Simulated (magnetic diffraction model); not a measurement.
**Magnetic neutron pattern of ZnCrSiS₅**

Space group P1 (no. 1), a = 6.6130 Å, b = 6.6440 Å, c = 8.7540 Å, α = 108.17°, β = 108.88°, γ = 97.06°.

| site | atom | x | y | z |
| --- | --- | --- | --- | --- |
| 1a | Zn | 3/4 | 0.8710 | 0.2754 |
| 1a | Zn | 0.2663 | 0.1374 | 0.7556 |
| 1a | Cr | 0.0025 | 0.4933 | 0.0112 |
| 1a | Cr | 0.9926 | 0.5033 | 0.5182 |
| 1a | S | 0.0832 | 0.4277 | 0.7668 |
| 1a | S | 0.9130 | 0.5476 | 0.2620 |
| 1a | S | 0.6834 | 0.1912 | 0.8628 |
| 1a | S | 0.3487 | 0.7612 | 0.6406 |
| 1a | S | 0.3178 | 0.8100 | 0.1701 |
| 1a | S | 0.6638 | 0.2226 | 0.3862 |
| 1a | S | 0.1549 | 0.1768 | 0.4241 |
| 1a | S | 0.2353 | 0.2395 | 0.0715 |
| 1a | S | 0.8535 | 0.8164 | 0.6177 |
| 1a | S | 0.7732 | 0.7447 | 0.9676 |
| 1a | Si | 0.3252 | 0.1282 | 0.2615 |
| 1a | Si | 0.6879 | 0.8634 | 0.7683 |

The compound is invented for this exercise: a known structure type with other elements, its cell scaled to their sizes and not relaxed.

Only Cr is taken to order (form factors of Cr4+); orders and moment sizes are assumed, and not adapted to the symmetry. Radiation: neutrons of λ = 2.567 Å, 5° to 35°; isotropic B of 0.59 Å² (Zn), 0.72 Å² (Cr), 0.87 Å² (S) and 0.71 Å² (Si). The intensities are simulated: I ∝ L Σ (|F_N|² + |F_M⊥|²) for unpolarised neutrons, with F_M = 2.695 fm/μB × Σ f(s) S exp(2πi Q·r) exp(−B s²) at Q = H ± k (one set where k and −k are equivalent), only the part normal to Q counting and L = 1/(sin²θ cos θ). For collinear order S is the moment m, which repeats by lattice and centring translations R with the sign exp(−2πi k·R). Form factors are spin-only for 3d ions and dipole or tabulated for f ions, scattering lengths are Sears's of 1992, and absorption is left out. A label names one of the reflections at its angle. The strongest nuclear line in the range is 100, and lines under 0.2 are left out.

Assume the order k = (1/2 0 1/2), collinear moments along [010], 1.74 μB on Cr; signs + at (0.0025, 0.4933, 0.0112), − at (0.9926, 0.5033, 0.5182).

Predict the pattern, nuclear and magnetic parts apart.

```csv
2θ (°),index,nuclear,magnetic
12.26,(1/2 0 -1/2),0.0,353.8
18.19,(1/2 0 1/2),0.0,166.4
19.24,(0 0 1),0.8,0.0
24.24,(0 1 0),80.9,0.0
24.45,(1/2 -1 1/2),0.0,15.8
24.45,(1 0 0),100.0,0.0
24.66,(1 0 -1),14.7,0.0
24.69,(0 1 -1),5.8,0.0
26.72,(1/2 1 -1/2),0.0,21.9
26.79,(1/2 0 -3/2),0.0,78.6
27.76,(-1/2 1 1/2),0.0,20.6
29.95,(1 -1 0),1.9,0.0
30.55,(1/2 1 -3/2),0.0,25.5
34.01,(1 1 -1),14.9,0.0
34.42,(3/2 0 -1/2),0.0,35.9
34.52,(1/2 -1 3/2),0.0,22.5
```

The strongest magnetic line in the range is (1/2 0 -1/2) at 12.26° (353.8). On top of the Lorentz factor, which all lines share, magnetic lines fade with angle because f falls: for Cr4+ it is 0.91, 0.70, 0.47 and 0.14 at sin θ/λ = 0.1, 0.2, 0.3 and 0.5 Å⁻¹, while nuclear lengths stay constant. The order has no net moment.

[Logs are printed without paths, hosts, clocks, repeated set-up lines and the standing remarks that a program may print on its own settings, such as how far it seeks lower states.]
